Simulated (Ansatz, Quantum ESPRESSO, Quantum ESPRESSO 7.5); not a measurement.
## Pb(111) with two intrinsic faults two layers apart (four hcp-stacked layers): ballistic transmission

How well does the junction conduct in the ballistic limit? It is: Pb(111) with two intrinsic faults two layers apart (four hcp-stacked layers).

Program: Quantum ESPRESSO 7.5. Level of theory: plane-wave DFT, PBE, GBRV ultrasoft pseudopotentials (cross-check by Ansatz 0.2.0 with PAW datasets). Results are calculated unless marked as measured.

## (1) The structure

The cell holds 16 atoms: 16 Pb. Its edges and angles: a = 3.557 Å, b = 3.557 Å, c = 46.465 Å, α = 90.0°, β = 90.0°, γ = 60.0°. It derives from Pb. Regions: left lead, 6 atoms (6 Pb); channel, 4 atoms (4 Pb); right lead, 6 atoms (6 Pb). The structure is stacked along c, and the current runs across the ab planes.

## (2) Self-consistent run

One periodic cell holds a stretch of lead, the junction and more lead; the atoms stay as built.

Input file scf.in:

```
&control
  prefix = 'scf'
  outdir = './out'
  pseudo_dir = './pseudo'
  calculation = 'scf'
  tprnfor = .true.
/
&system
  ibrav = 0
  nat = 16
  ntyp = 1
  ecutwfc = 40
  ecutrho = 200
  occupations = 'smearing'
  smearing = 'mv'
  degauss = 0.01
/
&electrons
  conv_thr = 1e-07
  mixing_beta = 0.25
  electron_maxstep = 120
  mixing_mode = 'local-TF'
/
ATOMIC_SPECIES
  Pb  207.2000  pb_pbe_v1.uspp.F.UPF
CELL_PARAMETERS angstrom
  3.55674710936833 0.00000000000000 0.00000000000000
  1.77837355468417 3.08023335154985 0.00000000000000
  0.00000000000000 0.00000000000000 46.46514966438109
ATOMIC_POSITIONS crystal
  Pb  0.000000000000 0.000000000000 0.000000000000
  Pb  0.333333333000 0.333333333000 0.062500000000
  Pb  0.666666667000 0.666666667000 0.125000000000
  Pb  0.000000000000 0.000000000000 0.187500000000
  Pb  0.333333333000 0.333333333000 0.250000000000
  Pb  0.666666667000 0.666666667000 0.312500000000
  Pb  0.333333333000 0.333333333000 0.375000000000
  Pb  0.666666667000 0.666666667000 0.437500000000
  Pb  0.333333333000 0.333333333000 0.500000000000
  Pb  0.666666667000 0.666666667000 0.562500000000
  Pb  0.000000000000 0.000000000000 0.625000000000
  Pb  0.333333333000 0.333333333000 0.687500000000
  Pb  0.666666667000 0.666666667000 0.750000000000
  Pb  0.000000000000 0.000000000000 0.812500000000
  Pb  0.333333333000 0.333333333000 0.875000000000
  Pb  0.666666667000 0.666666667000 0.937500000000
K_POINTS automatic
  8 8 1 0 0 0
```

On the command line:

```sh
> OMP_NUM_THREADS=1 mpirun -n 4 pw.x -nk 4 -in scf.in > scf.out
```

Log:

```text
Program PWSCF v.7.5 starts
[citation notice left out]

     Parallel version (MPI & OpenMP), running on       4 processor cores
     Number of MPI processes:                 4
     Threads/MPI process:                     1

     MPI processes distributed on     1 nodes
[...]
Current dimensions of program PWSCF are:
     Max number of different atomic species (ntypx) = 10
     Max number of k-points (npk) =  40000
     Max angular momentum in pseudopotentials (lmaxx) =  4
     Message from routine setup:
     using ibrav=0 with symmetry is DISCOURAGED, use correct ibrav instead

     K-points division:     npool     =       4
     Subspace diagonalization in iterative solution of the eigenvalue problem:
     a serial algorithm will be used

     G-vector sticks info
     --------------------
     sticks:   dense  smooth     PW     G-vecs:    dense   smooth      PW
     Sum         625     499    151               163823   117719   20231

     Using Slab Decomposition

     bravais-lattice index     =            0
     lattice parameter (alat)  =       6.7213  a.u.
     unit-cell volume          =    3435.2674 (a.u.)^3
     number of atoms/cell      =           16
     number of atomic types    =            1
     number of electrons       =       224.00
     number of Kohn-Sham states=          134
     kinetic-energy cutoff     =      40.0000  Ry
     charge density cutoff     =     200.0000  Ry
     scf convergence threshold =      1.0E-07
     mixing beta               =       0.2500
     number of iterations used =            8  local-TF  mixing
     Exchange-correlation= SLA  PW   PBE  PBE
                           (   1   4   3   4   0   0   0)

     celldm(1)=   6.721278  celldm(2)=   0.000000  celldm(3)=   0.000000
     celldm(4)=   0.000000  celldm(5)=   0.000000  celldm(6)=   0.000000

     crystal axes: (cart. coord. in units of alat)
               a(1) = (   1.000000   0.000000   0.000000 )
               a(2) = (   0.500000   0.866025   0.000000 )
               a(3) = (   0.000000   0.000000  13.063945 )

     reciprocal axes: (cart. coord. in units 2 pi/alat)
               b(1) = (  1.000000 -0.577350  0.000000 )
               b(2) = (  0.000000  1.154701  0.000000 )
               b(3) = (  0.000000  0.000000  0.076547 )

     PseudoPot. # 1 for Pb read from file:
     ./pseudo/pb_pbe_v1.uspp.F.UPF
     Pseudo is Ultrasoft + core correction, Zval = 14.0
     Generated by new atomic code, or converted to UPF format
     Using radial grid of  899 points,  6 beta functions with:
                l(1) =   0
                l(2) =   0
                l(3) =   1
                l(4) =   1
                l(5) =   2
                l(6) =   2
     Q(r) pseudized with  6 coefficients,  rinner =    1.000   1.000   1.000
                                                       1.000   1.000

     atomic species   valence    mass     pseudopotential
     Pb               14.00   207.20000     Pb( 1.00)

      6 Sym. Ops. (no inversion) found

   Cartesian axes

     site n.     atom                  positions (alat units)
         1        Pb     tau(   1) = (   0.0000000   0.0000000   0.0000000  )
         2        Pb     tau(   2) = (   0.5000000   0.2886751   0.8164966  )
         3        Pb     tau(   3) = (   1.0000000   0.5773503   1.6329932  )
         4        Pb     tau(   4) = (   0.0000000   0.0000000   2.4494897  )
         5        Pb     tau(   5) = (   0.5000000   0.2886751   3.2659863  )
         6        Pb     tau(   6) = (   1.0000000   0.5773503   4.0824829  )
         7        Pb     tau(   7) = (   0.5000000   0.2886751   4.8989795  )
         8        Pb     tau(   8) = (   1.0000000   0.5773503   5.7154761  )
         9        Pb     tau(   9) = (   0.5000000   0.2886751   6.5319726  )
        10        Pb     tau(  10) = (   1.0000000   0.5773503   7.3484692  )
        11        Pb     tau(  11) = (   0.0000000   0.0000000   8.1649658  )
        12        Pb     tau(  12) = (   0.5000000   0.2886751   8.9814624  )
        13        Pb     tau(  13) = (   1.0000000   0.5773503   9.7979590  )
        14        Pb     tau(  14) = (   0.0000000   0.0000000  10.6144556  )
        15        Pb     tau(  15) = (   0.5000000   0.2886751  11.4309521  )
        16        Pb     tau(  16) = (   1.0000000   0.5773503  12.2474487  )

     number of k points=    10  Marzari-Vanderbilt smearing, width (Ry)=  0.0100
                       cart. coord. in units 2pi/alat
        k(    1) = (   0.0000000   0.0000000   0.0000000), wk =   0.0312500
        k(    2) = (   0.0000000   0.1443376   0.0000000), wk =   0.1875000
        k(    3) = (   0.0000000   0.2886751   0.0000000), wk =   0.1875000
        k(    4) = (   0.0000000   0.4330127   0.0000000), wk =   0.1875000
        k(    5) = (   0.0000000  -0.5773503   0.0000000), wk =   0.0937500
        k(    6) = (   0.1250000   0.2165064   0.0000000), wk =   0.1875000
        k(    7) = (   0.1250000   0.3608439   0.0000000), wk =   0.3750000
        k(    8) = (   0.1250000  -0.6495191   0.0000000), wk =   0.3750000
        k(    9) = (   0.2500000  -0.7216878   0.0000000), wk =   0.1875000
        k(   10) = (   0.2500000  -0.5773503   0.0000000), wk =   0.1875000

     Dense  grid:   163823 G-vectors     FFT dimensions: (  32,  32, 400)

     Smooth grid:   117719 G-vectors     FFT dimensions: (  27,  27, 360)

     Estimated max dynamical RAM per process >     465.47 MB

     Estimated total dynamical RAM >       1.70 GB

     Check: negative core charge=   -0.000009

     Initial potential from superposition of free atoms

     starting charge     223.9624, renormalised to     224.0000

     negative rho (up, down):  2.497E-01 0.000E+00
     Starting wfcs are  144 randomized atomic wfcs

     total cpu time spent up to now is        7.0 secs

     per-process dynamical memory:   276.6 Mb

     Self-consistent Calculation

     iteration #  1     ecut=    40.00 Ry     beta= 0.25
     Davidson diagonalization with overlap
     ethr =  1.00E-02,  avg # of iterations =  2.1

     Threshold (ethr) on eigenvalues was too large:
     Diagonalizing with lowered threshold

     Davidson diagonalization with overlap
     ethr =  1.41E-05,  avg # of iterations =  7.1

     negative rho (up, down):  2.492E-01 0.000E+00

     total cpu time spent up to now is       53.0 secs

     total energy              =   -2626.52859016 Ry
     estimated scf accuracy    <       0.03745684 Ry

     iteration #  2     ecut=    40.00 Ry     beta= 0.25
[...]
negative rho (up, down):  2.486E-01 0.000E+00

[...]
11.3591  12.9028  13.0561  13.5654  13.5969  13.6998  13.7705  13.9562
    14.0395  14.1866  14.3323  14.6624  14.6922  14.8420  14.9825  15.0062
    15.0140  15.1383  15.1629  15.3115  15.3995  15.4481  15.4825  15.6811
    15.7455  15.7738  15.8558  15.8568  16.1367  16.2359

          k = 0.0000 0.2887 0.0000 ( 14636 PWs)   bands (ev):

    -6.5530  -6.5513  -6.5470  -6.5406  -6.5376  -6.5288  -6.5210  -6.5151
    -6.5020  -6.4985  -6.4865  -6.4817  -6.4793  -6.4756  -6.4735  -6.4693
    -6.4655  -6.4605  -6.4587  -6.4534  -6.4508  -6.4450  -6.4434  -6.4426
    -6.4403  -6.4380  -6.4375  -6.4347  -6.4328  -6.4314  -6.4221  -6.4213
    -6.4179  -6.4157  -6.4135  -6.4058  -6.3989  -6.3987  -6.3903  -6.3783
    -6.3728  -6.3688  -6.3660  -6.3658  -6.3624  -6.3589  -6.3551  -6.3539
    -6.3526  -6.3481  -6.3457  -6.3411  -6.3354  -6.3351  -6.3344  -6.3332
    -6.3263  -6.3257  -6.3249  -6.3202  -6.3195  -6.3179  -6.3144  -6.3108
    -6.3092  -6.3054  -6.3040  -6.3018  -6.3007  -6.2990  -6.2962  -6.2933
    -6.2852  -6.2829  -6.2808  -6.2673  -6.2576  -6.2435  -6.2350  -6.2313
     0.1432   0.2096   0.2176   0.4208   0.4259   0.7607   0.7751   1.2267
     1.2463   1.7891   1.8214   2.3997   2.4409   2.9415   2.9777   3.1931
     7.7503   8.0297   8.1452   8.8368   8.9544   9.6775   9.8812  10.1176
    10.5221  10.5500  10.7123  10.7516  10.9261  11.0957  11.2032  11.4805
    11.7305  11.7804  12.0138  12.3985  12.6029  12.7647  12.8087  12.9250
    13.4754  13.7491  13.8073  13.8523  14.0272  14.1100  14.2252  14.3018
    14.3990  14.5100  14.8938  14.9058  15.0295  15.5129

          k = 0.0000 0.4330 0.0000 ( 14692 PWs)   bands (ev):

    -6.5950  -6.5914  -6.5843  -6.5792  -6.5664  -6.5607  -6.5459  -6.5353
    -6.5274  -6.5160  -6.5123  -6.5105  -6.5076  -6.5028  -6.5000  -6.4930
    -6.4917  -6.4883  -6.4852  -6.4820  -6.4755  -6.4733  -6.4617  -6.4593
    -6.4584  -6.4552  -6.4552  -6.4531  -6.4489  -6.4448  -6.4409  -6.4353
    -6.4306  -6.4185  -6.4184  -6.4045  -6.4017  -6.3814  -6.3808  -6.3638
    -6.3586  -6.3434  -6.3312  -6.3248  -6.3222  -6.3176  -6.3108  -6.3104
    -6.2980  -6.2919  -6.2894  -6.2894  -6.2838  -6.2833  -6.2792  -6.2789
    -6.2765  -6.2738  -6.2711  -6.2692  -6.2666  -6.2663  -6.2657  -6.2636
    -6.2633  -6.2600  -6.2579  -6.2574  -6.2562  -6.2545  -6.2530  -6.2495
    -6.2489  -6.2453  -6.2407  -6.2406  -6.2377  -6.2322  -6.2234  -6.2215
     1.3331   1.3867   1.4105   1.5657   1.6152   1.8539   1.9440   2.2322
     2.3758   2.6661   2.8701   3.1080   3.3432   3.4875   3.6611   3.7112
     7.6503   7.7152   7.8583   7.9088   7.9847   8.1285   8.2747   8.4165
     8.4330   8.4892   9.0109   9.0840   9.3098   9.5541   9.7035   9.8106
    10.1178  10.2385  10.3835  10.7355  11.2415  12.0753  12.3273  12.8764
    12.9529  12.9697  12.9889  13.0240  13.1980  13.2258  13.4660  13.5509
    13.5968  13.6345  14.1302  14.1490  14.1698  14.3537

          k = 0.0000-0.5774 0.0000 ( 14722 PWs)   bands (ev):

    -6.6122  -6.6047  -6.6036  -6.5869  -6.5858  -6.5660  -6.5586  -6.5419
    -6.5381  -6.5341  -6.5316  -6.5262  -6.5200  -6.5195  -6.5117  -6.5089
    -6.4980  -6.4957  -6.4932  -6.4918  -6.4908  -6.4826  -6.4812  -6.4671
    -6.4660  -6.4629  -6.4607  -6.4605  -6.4554  -6.4550  -6.4548  -6.4432
    -6.4344  -6.4335  -6.4330  -6.4295  -6.4007  -6.3986  -6.3921  -6.3540
    -6.3521  -6.3415  -6.3135  -6.3134  -6.3062  -6.3037  -6.2977  -6.2889
    -6.2835  -6.2767  -6.2731  -6.2696  -6.2606  -6.2590  -6.2562  -6.2546
    -6.2521  -6.2504  -6.2477  -6.2457  -6.2449  -6.2412  -6.2407  -6.2394
    -6.2386  -6.2381  -6.2379  -6.2372  -6.2369  -6.2320  -6.2252  -6.2239
    -6.2235  -6.2210  -6.2165  -6.2127  -6.2120  -6.2093  -6.2047  -6.2042
     2.3776   2.4898   2.4957   2.5423   2.5496   2.6576   2.6868   2.8679
     2.8829   3.1146   3.1504   3.3692   3.3920   3.5367   3.6629   3.7479
     6.6366   6.7324   6.8918   7.0285   7.1798   7.3201   7.4328   7.5764
     7.7880   7.8113   7.9952   8.1144   8.3134   8.4127   8.4715   8.8249
    10.5676  11.1147  11.2146  11.3268  11.5539  11.8736  12.1199  12.2390
    12.4327  12.5681  12.6502  12.6579  12.9068  12.9085  12.9379  13.3029
    13.3106  13.3206  13.5095  13.8542  13.8543  13.9968

          k = 0.1250 0.2165 0.0000 ( 14671 PWs)   bands (ev):

    -6.5098  -6.5085  -6.5081  -6.5070  -6.5046  -6.5037  -6.5001  -6.4990
    -6.4953  -6.4938  -6.4870  -6.4841  -6.4838  -6.4811  -6.4778  -6.4763
    -6.4644  -6.4610  -6.4575  -6.4555  -6.4532  -6.4528  -6.4493  -6.4408
    -6.4387  -6.4374  -6.4340  -6.4327  -6.4309  -6.4303  -6.4278  -6.4225
    -6.4221  -6.4180  -6.4164  -6.4148  -6.4122  -6.4071  -6.4052  -6.3986
    -6.3903  -6.3866  -6.3851  -6.3829  -6.3812  -6.3786  -6.3772  -6.3760
    -6.3739  -6.3725  -6.3711  -6.3695  -6.3664  -6.3619  -6.3588  -6.3545
    -6.3459  -6.3424  -6.3311  -6.3251  -6.3241  -6.3205  -6.3167  -6.3158
    -6.3134  -6.3126  -6.3100  -6.3037  -6.3010  -6.2966  -6.2923  -6.2841
    -6.2826  -6.2717  -6.2701  -6.2610  -6.2574  -6.2494  -6.2449  -6.2428
    -0.1068  -0.0398  -0.0321   0.1746   0.1765   0.5190   0.5287   0.9996
     0.9997   1.5771   1.5844   2.2149   2.2165   2.7778   2.7850   3.0307
     7.4773   7.8520   7.8537   8.7831   8.7847   9.9652   9.9673  11.1081
    11.1091  11.7810  11.9080  11.9186  11.9229  11.9571  12.0307  12.0389
    12.3275  12.3794  12.4716  12.5210  12.7313  12.9768  13.0139  13.0444
    13.2151  13.7918  13.7971  13.9827  14.0259  14.1052  14.4166  14.5153
    14.6176  14.6388  14.9156  15.0526  15.1242  15.2386

[...]
the Fermi energy is    10.5732 ev

!    total energy              =   -2626.52084033 Ry
     estimated scf accuracy    <       0.00000004 Ry
     smearing contrib. (-TS)   =       0.00134731 Ry
     internal energy E=F+TS    =   -2626.52218764 Ry

     The total energy is F=E-TS. E is the sum of the following terms:
     one-electron contribution =    -532.71877510 Ry
     hartree contribution      =     432.80712523 Ry
     xc contribution           =   -1013.98587037 Ry
     ewald contribution        =   -1512.62466740 Ry

     convergence has been achieved in   8 iterations

     negative rho (up, down):  2.545E-01 0.000E+00

     Forces acting on atoms (cartesian axes, Ry/au):

     atom    1 type  1   force =     0.00000000    0.00000000    0.00001834
     atom    2 type  1   force =     0.00000000    0.00000000    0.00032619
     atom    3 type  1   force =     0.00000000    0.00000000   -0.00020149
     atom    4 type  1   force =     0.00000000    0.00000000    0.00069385
     atom    5 type  1   force =     0.00000000    0.00000000   -0.00121795
     atom    6 type  1   force =     0.00000000    0.00000000   -0.00244363
     atom    7 type  1   force =     0.00000000    0.00000000    0.00080238
     atom    8 type  1   force =     0.00000000    0.00000000   -0.00079771
     atom    9 type  1   force =     0.00000000    0.00000000    0.00247143
     atom   10 type  1   force =     0.00000000    0.00000000    0.00124063
     atom   11 type  1   force =     0.00000000    0.00000000   -0.00070337
     atom   12 type  1   force =     0.00000000    0.00000000    0.00021895
     atom   13 type  1   force =     0.00000000    0.00000000   -0.00038950
     atom   14 type  1   force =    -0.00000000   -0.00000000   -0.00003131
     atom   15 type  1   force =     0.00000000    0.00000000   -0.00026135
     atom   16 type  1   force =     0.00000000    0.00000000    0.00027454

     Total force =     0.004225     Total SCF correction =     0.000751
     SCF correction compared to forces is large: reduce conv_thr to get better values

[...]
=------------------------------------------------------------------------------=
   JOB DONE.
=------------------------------------------------------------------------------=
```

The job ended after 4.6 min (4 MPI ranks of Arm Neoverse V1, shared host; peak memory 1.9 GiB; 18 min of CPU time).

This step gave:

| Quantity | Value |
| --- | --- |
| free energy | -35735.6365 eV |
| Fermi energy | 10.57 eV |

The program's own clock; routines nest. Time by routine:

| routine | wall time (s) | calls |
| --- | --- | --- |
| PWSCF | 276.1 | 1 |
| electrons | 265.4 | 1 |
| c_bands | 240.8 | 9 |
| cegterg | 217.7 | 27 |
| h_psi | 118.7 | 191 |
| fftw | 84.35 | 27956 |
| vloc_psi | 77.51 | 191 |
| calbec | 28.97 | 230 |
| sum_band | 20.44 | 9 |
| h_psi:calbec | 20.3 | 191 |
| add_vuspsi | 20.05 | 191 |
| s_psi | 20.04 | 191 |
| init_run | 6.91 | 1 |
| wfcinit | 6.24 | 1 |

The run needed 8 iterations to bring the estimated error under 1e-07 Ry; the largest force on any atom, held or free, is 0.06 eV/Å.

(Part 1 of 4 ends here.)

[Logs are printed without paths, hosts, clocks, repeated set-up lines and the standing remarks that a program may print on its own settings, such as how far it seeks lower states.]

[Hosts, paths, dates, database ids (printed as entryN), source tags and the programs' standing remarks are cut or masked in the printed files.]

[Maps of the electrostatic potential energy from Ansatz leave out the sawtooth potential of an applied field or a dipole correction, so their vacuum need not be flat; planar profiles and work functions include it.]
